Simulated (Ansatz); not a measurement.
**Debugging a many-body input for Selenium (P3_121, 3 atoms a cell)**

What is wrong with this input for Selenium (P3_121, 3 atoms a cell)?

Main program and level: Ansatz 0.2.0; G0W0 on PBE, plane waves, PAW; PAW set soft_1.

### Step 1. The structure

The structure is trigonal, space group P3_121 (No. 152). The conventional cell has a = 4.366 Å, b = 4.366 Å, c = 4.954 Å, α = 90.00°, β = 90.00°, γ = 120.00°. Se has 2 Se at 2.37 Å nearest.

The cell and positions come from the Crystallography Open Database and are kept as given unless a step says otherwise.

### Step 2. First try

input.yaml

```yaml
crystal:
  lattice:
    - [4.3662, 0.0, 0.0]
    - [-2.1831, 3.781240118, 0.0]
    - [0.0, 0.0, 4.9536]
  atoms:
    - { symbol: Se, position: [0.2254, 0.0, 0.3333333333] }
    - { symbol: Se, position: [0.0, 0.2254, 0.6666666667] }
    - { symbol: Se, position: [0.7746, 0.7746, 0.0] }
kpoints:
  mp_grid: { grid: [2, 2, 2] }
hamiltonian:
  xc: pbe
  pseudopotentials: { kind: paw, azcp: { folder: soft_1 } }
scf:
  occupations: { method: fixed }
gw:
  n_empty_bands: 132
  ecut_chi: 80
  qp_bands: [v2, c2]
  qp_kpoints: band_edges
  screening: { model: contour_deformation }
```

Run with:

```bash
> ansatz run input.yaml --threads 3 --pin off --max-ram 92160MiB --backend cuda --events-out ev --progress --plain --runs-dir out --devices 1 --max-vram 13GiB
```

Numbers of over 12 decimals in the logs are rounded to 6 here.

Output:

```text
GPUs: using 1 of 1 available (devices: 1).
Engine: ansatz 0.2.0, x86_64-unknown-linux-gnu
Pseudopotentials: kind: paw
Pseudopotential: Se, paw, valence charge 16, recommended cutoff 420 eV (normal), soft_1/Se.paw.azcp
Functional definition: PBE
  parameter kappa = 0.804
  parameter beta = 0.066725
  exchange = pbe_x(kappa = kappa, mu = beta*pi^2/3)
  correlation = pbe_c(beta = beta)
concurrent solve slots: 2 of 3 are kept, ahead of what memory takes: no pass of the eigensolver takes more rounds on 2
device memory: the entry about to start is reckoned to put 0.9 GiB on a device that reports 43.5 GiB free (of which the cap on the GPU budget leaves the run 13.0 GiB)
GPU FFT provider: cuFFT
GPU libraries: cuBLAS 13.8.2, cuFFT 12.4.0, cuSOLVER 12.3.4
Crystal: 3 atoms, lattice volume = 81.782 Å³
Basis set: ecut = 420 eV, 1583 PW (Γ)
Bands: 29, of which v1, the nominal top of the filled ones, is band 24 counted from 1 (23 counted from 0)
Symmetry: 6 space group operations
Space group: P3121 (ITA 152), of the structure as read, at distance tolerance 4.3e-5 Å
k-points: 4 of 8
Non-local potential: Se, projectors of the file, l = 0: 2, l = 1: 2, l = 2: 3, l = 3: 1
PAW form: soft (Blöchl's): semilocal exchange-correlation on the pseudo side does not see the compensation charge
PAW one-centre angular grid: Se, 590 points (default); XC on 64 Gauss nodes
Initial density: superposition of atomic densities (chi_scale 0.1, normalization cell)
Initial wavefunctions: pseudopotential atomic-orbital guess
GPU buffer pool allocated for 32400 grid points (all kernels)
GPU transforms: local potential and band sums: pruned to the plane-wave sphere, on 30×30×36
Functional: x = pbe(κ = 0.804, μ = 0.219515), c = pbe(β = 0.066725)
SCF iter   1: F=—  HF=-16407.177112 eV  |F-HF|=—  |Δ(HF+E_count)|=         —  Δρ=2.95e-2  dr2=4.41e-1  ethr=3.10e-3  ⟨swp⟩=4.8  Hψ=418  notcnv=0  defer=10
preconditioner: auto → Resta (q_TF=auto, 2.496 Å⁻¹)  ε∞=3.8  [insulator: Δε(μ)=1.291 eV  Ē_g=10.465 eV  n_scr=20 (ndim 8)  ℏωp=17.4 eV  f_vac=0.063  ε∞_Penn≈3.8]
SCF iter   2: F=—  HF=-16407.107944 eV  |F-HF|=—  |Δ(HF+E_count)|=   6.92e-2  Δρ=1.64e-2  dr2=1.39e-1  ethr=9.18e-4  ⟨swp⟩=2.0  Hψ=157  notcnv=0  defer=9
SCF iter   3: F=—  HF=-16407.087856 eV  |F-HF|=—  |Δ(HF+E_count)|=   2.01e-2  Δρ=1.65e-3  dr2=1.80e-3  ethr=2.89e-4  ⟨swp⟩=2.0  Hψ=150  notcnv=0  defer=11
SCF iter   4: F=—  HF=-16407.088783 eV  |F-HF|=—  |Δ(HF+E_count)|=   9.27e-4  Δρ=6.07e-4  dr2=2.15e-4  ethr=3.75e-6  ⟨swp⟩=2.0  Hψ=216  notcnv=0  defer=12
SCF iter   5: F=—  HF=-16407.088848 eV  |F-HF|=—  |Δ(HF+E_count)|=   6.47e-5  Δρ=2.05e-4  dr2=3.79e-5  ethr=4.48e-7  ⟨swp⟩=2.0  Hψ=216  notcnv=0  defer=12
SCF iter   6: F=—  HF=-16407.088915 eV  |F-HF|=—  |Δ(HF+E_count)|=   6.74e-5  Δρ=5.20e-5  dr2=2.54e-6  ethr=7.90e-8  ⟨swp⟩=2.0  Hψ=148  notcnv=0  defer=7
SCF iter   7: F=-16407.088921 eV  HF=-16407.088921 eV  |F-HF|=1.41e-7  |Δ(HF+E_count)|=   5.53e-6  Δρ=1.07e-5  dr2=7.42e-8  ethr=2.08e-10  ⟨swp⟩=7.2  Hψ=517  notcnv=0
SCF 1 converged in 7 iterations: F = -16407.088921 eV  dr2 = 7.42e-8
[...]
concurrent solve slots: 2 of 3 are kept, ahead of what memory takes: no pass of the eigensolver takes more rounds on 2
device memory: the entry about to start is reckoned to put 1.2 GiB on a device that reports 42.8 GiB free (of which the cap on the GPU budget leaves the run 13.0 GiB)
NSCF: frozen V_eff on 4 k-points
[...]
concurrent solve slots: 2 of 3 are kept, ahead of what memory takes: no pass of the eigensolver takes more rounds on 2
device memory: the entry about to start is reckoned to put 2.4 GiB on a device that reports 42.4 GiB free (of which the cap on the GPU budget leaves the run 13.0 GiB)
NSCF: frozen V_eff on 4 k-points
G₀W₀ screening: q 1/4
[... further progress lines ...]
device memory: the entry about to start is reckoned to put 0.4 GiB on a device that reports 40.9 GiB free (of which the cap on the GPU budget leaves the run 13.0 GiB)
NSCF: frozen V_eff on 1 k-points
device memory: the entry about to start is reckoned to put 0.4 GiB on a device that reports 41.4 GiB free (of which the cap on the GPU budget leaves the run 13.0 GiB)
NSCF: frozen V_eff on 1 k-points
SCF converged after 7 iterations
Free energy (F): -16407.088921 eV
Harris-Foulkes:  -16407.088921 eV  (|F-HF|=1.41e-7)
Internal energy: -16407.088921 eV  (E = F + TS)
E sigma→0 (E₀):  -16407.088921 eV
Fermi energy:    6.531102 eV
--- Per-component energies (eV) ---
  E_band       = -1244.212121
  E_kinetic    = 329.435298
  E_local      = -8421.056471  (includes V_loc(G=0)·N_el)
  E_nonlocal   = -1060.729811
  E_hartree    = 4371.817403
  E_xc         = -253.946856
  E_vxc        = -269.219408  (∫ρ·V_xc dr)
  E_paw        = -6391.032717  (= ΣΔE_a)
  E_vpaw       = -566.275468  (= ΣTr[D̂ρ^β])
  E_aug_tail   = -0.001113  (compensation charges beyond the density's cutoff)
  E_ewald      = -4981.574654
  E_smearing   = -0.000000  (= −TS)
  E_closure    = 0.000000  (closes the sum)
  Σ components = -16407.088921   (vs F -16407.088921, Δ=0.00e0)
--- Band table (eV) ---
  k-point 0: bands = [... 20 lower, 2.7413, 4.4785, 4.4785, 6.1147, 8.3900, 8.3900, 8.6829, 12.6784, ... 1 higher]
  k-point 1: bands = [... 20 lower, 3.1142, 4.9757, 4.9757, 5.3988, 7.7303, 7.7303, 7.7812, 12.7907, ... 1 higher]
  k-point 2: bands = [... 20 lower, 3.0602, 3.6248, 4.7301, 5.5224, 8.4421, 8.8431, 10.6225, 11.7924, ... 1 higher]
  k-point 3: bands = [... 20 lower, 2.2610, 4.5951, 5.1447, 6.5311, 8.1514, 9.2263, 9.4728, 12.7816, ... 1 higher]
--- G₀W₀: contour deformation, 7 samples at zero and on the imaginary axis and 1 off it, 8 q-points, 132 empty bands' worth ---
  eigenvalues of the whole cell's RPA ε∞ on this k-mesh (on a slab, of 1 + 4πα/V) = 11.6043, 11.6043, 27.0683; static W/v taken at q = 0 is 0.064794
  gw.qp_kpoints: band_edges: 4 of 4 stored k-points solved, in 1 pass; an edge of the gap read off the rows below is read off those points alone
    ik  band        ε_KS         Σx   Σc(E_QP)       V_xc       Z   E_QP_lin       E_QP  E_QP is
     0    23      4.4785   -17.5141     3.2315   -13.9215  0.6582     4.1209     4.1174  root
     0    24      6.1147   -18.1090     2.7452   -15.0216  0.7095     5.7685     5.7726  root
     0    25      8.3900   -10.4695    -4.2092   -15.0481  0.7158     8.7645     8.7595  root
     0    26      8.3900   -10.4695    -4.2092   -15.0481  0.7158     8.7645     8.7595  root
     1    23      4.9757   -17.2360     2.9360   -13.9342  0.6853     4.6062     4.6100  root
     1    24      5.3988   -18.0243     2.9439   -14.7101  0.7550     5.0327     5.0285  root
     1    25      7.7303    -9.2736    -3.8894   -13.3610  0.7326     7.9294     7.9284  root
     1    26      7.7303    -9.2736    -3.8894   -13.3610  0.7326     7.9294     7.9284  root
     2    23      4.7301   -17.4111     2.5372   -14.5747  0.6968     4.4241     4.4308  root
     2    24      5.5224   -17.7693     2.6252   -14.8296  0.6991     5.2036     5.2080  root
     2    25      8.4421    -9.9673    -4.0067   -14.2489  0.7231     8.7195     8.7169  root
     2    26      8.8431   -10.1588    -4.0856   -14.5227  0.7080     9.1244     9.1215  root
     3    23      5.1447   -17.1356     2.6469   -14.1537  0.7042     4.8036     4.8097  root
     3    24      6.5311   -17.8393     1.9542   -15.6680  0.7228     6.3128     6.3140  root
     3    25      8.1514   -11.1608    -4.0600   -15.5925  0.7151     8.5284     8.5231  root
     3    26      9.2263   -10.6232    -4.0576   -14.9525  0.6884     9.4896     9.4980  root
```

The job ended after 13 s (1 × NVIDIA H100 80GB HBM3 (shared by 6 runs) with 3 threads of AMD EPYC 7R13 (Zen 3), shared host; peak memory 1 GiB; 5.1 s of CPU time).

Reading the cycles: dr2 is the Hartree energy of the density residual (eV), the measure of convergence; HF is the Harris–Foulkes estimate of the energy, which meets the free energy F at convergence.

**What went wrong?**

The run ended normally, though the input holds a fault or crude settings.

The fault: G0W0 on a mesh far too coarse. So few points can't sample the density or the screening, and the band edges may lie elsewhere in the zone.

It printed a gap of 1.61 eV, which is an artefact of the settings.

### Step 3. A better input

G0W0 replaces the xc potential by the self-energy, built once from these orbitals. Only a window of levels is corrected, while the sums run over the empty bands that the input names. This step takes PAW set soft_1 files.

Edit input.yaml of step 2 so:

```diff
@@ -10,3 +10,3 @@
 kpoints:
-  mp_grid: { grid: [2, 2, 2] }
+  mp_grid: { grid: [6, 6, 4] }
 hamiltonian:
@@ -17,4 +17,4 @@
 gw:
-  n_empty_bands: 132
-  ecut_chi: 80
+  n_empty_bands: 244
+  ecut_chi: 120
   qp_bands: [v2, c2]
```

Output:

```text
GPUs: using 1 of 1 available (devices: 1).
[...]
GPU FFT provider: cuFFT
GPU libraries: cuBLAS 13.8.2, cuFFT 12.4.0, cuSOLVER 12.3.4
Crystal: 3 atoms, lattice volume = 81.782 Å³
Basis set: ecut = 420 eV, 1583 PW (Γ)
Bands: 29, of which v1, the nominal top of the filled ones, is band 24 counted from 1 (23 counted from 0)
[... 1 set-up line as in the run before ...]
[...]
k-points: 24 of 144 (time reversal used)
[...]
GPU buffer pool allocated for 32400 grid points (all kernels)
[...]
SCF iter   1: F=—  HF=-16407.299670 eV  |F-HF|=—  |Δ(HF+E_count)|=         —  Δρ=2.78e-2  dr2=3.89e-1  ethr=3.10e-3  ⟨swp⟩=4.7  Hψ=2552  notcnv=0  defer=56
[...]
SCF iter   7: F=-16407.227624 eV  HF=-16407.227624 eV  |F-HF|=1.06e-7  |Δ(HF+E_count)|=   5.52e-6  Δρ=1.06e-5  dr2=6.76e-8  ethr=2.08e-10  ⟨swp⟩=7.1  Hψ=3165  notcnv=0
SCF 1 converged in 7 iterations: F = -16407.227624 eV  dr2 = 6.76e-8
[...]
0    23      4.4707   -17.1437     2.6939   -13.9114  0.6812     3.9144     3.9323  root
     0    24      6.1043   -17.6169     2.0533   -15.0073  0.7216     5.5389     5.5480  root
     0    25      8.4024   -10.7755    -4.0287   -15.0568  0.7263     8.6569     8.6551  root
     0    26      8.4024   -10.7755    -4.0287   -15.0568  0.7263     8.6569     8.6551  root
     1    23      4.9450   -17.3243     2.4720   -14.2959  0.7007     4.3748     4.3885  root
     1    24      5.6795   -17.3244     2.1469   -14.6267  0.7148     5.1181     5.1287  root
     1    25      7.9720    -9.9361    -3.7511   -13.8659  0.7451     8.1513     8.1507  root
     1    26      8.0427   -10.6982    -3.7865   -14.6945  0.7318     8.2536     8.2525  root
[...]
23    23      6.2984   -17.4559     1.3972   -15.5637  0.7331     5.7975     5.8034  root
    23    24      6.2984   -17.4559     1.3972   -15.5637  0.7331     5.7975     5.8034  root
    23    25      7.5497   -11.3279    -3.5105   -15.0623  0.7431     7.7745     7.7735  root
    23    26      9.2295   -10.7515    -4.1544   -15.1531  0.7114     9.4791     9.4766  root
[key lines of the parts left out:]
SCF converged after 7 iterations
Free energy (F): -16407.227624 eV
Fermi energy:    6.527454 eV
```

Run time: 96 s. Hardware: 1 × NVIDIA H100 80GB HBM3 (shared by 6 runs) with 3 threads; peak memory 1.5 GiB; 2.8 min of CPU time.

This step gave:

* bands summed: 268
* RPA ε∞ on this mesh (eigenvalues): 9.138, 9.138, 13.71
* plane waves in the screening matrix: 237
* q-points in the mesh: 144
* G0W0 gap on the mesh: 1.711 eV
* k of the valence top: 0, -0.5, -0.5
* k of the conduction bottom: 0.3333, 0.3333, -0.5
* starting gap on the mesh: 1.022 eV
* Z at the valence top: 0.7382
* Z at the conduction bottom: 0.7431
* least direct G0W0 gap on the computed points: 1.970 eV

The gap on the mesh goes from 1.02 eV to 1.71 eV, a correction of +0.69 eV. Between the two edge states, bare exchange in place of the xc potential would open the gap by 5.37 eV, and correlation takes back 4.68 eV.

### Step 4. Outcome

| Item | Value |
| --- | --- |
| first try | converged after 13 s |
| better run | G0W0 gap on the mesh 1.71 eV (6×6×4 mesh, 244 empty bands, screening to 120 eV, PAW set soft_1 files) |

What this shows: The second run differs in: mesh, empty bands and screening cutoff (eV). Bands and cutoff are finite, so the gap is not at the basis limit. The miss can reach some tenths of an eV and take either sign; the mesh is an error of its own. The many-body steps are scalar-relativistic: spin-orbit coupling is not in them.

[Paths, hosts, dates, memory and timing lines, banners, echoed tables and standing remarks are left out of the program output.]

[Logs are printed without paths, hosts, clocks, repeated set-up lines and the standing remarks that a program may print on its own settings, such as how far it seeks lower states.]

[Runs of the session that timed out or met a known fault of the program may be left out.]

[Cells called generated may have been cut or substituted from an entry of the Crystallography Open Database or the Materials Project.]

[Hosts, paths, dates, database ids (printed as entryN), source tags and the programs' standing remarks are cut or masked in the printed files.]
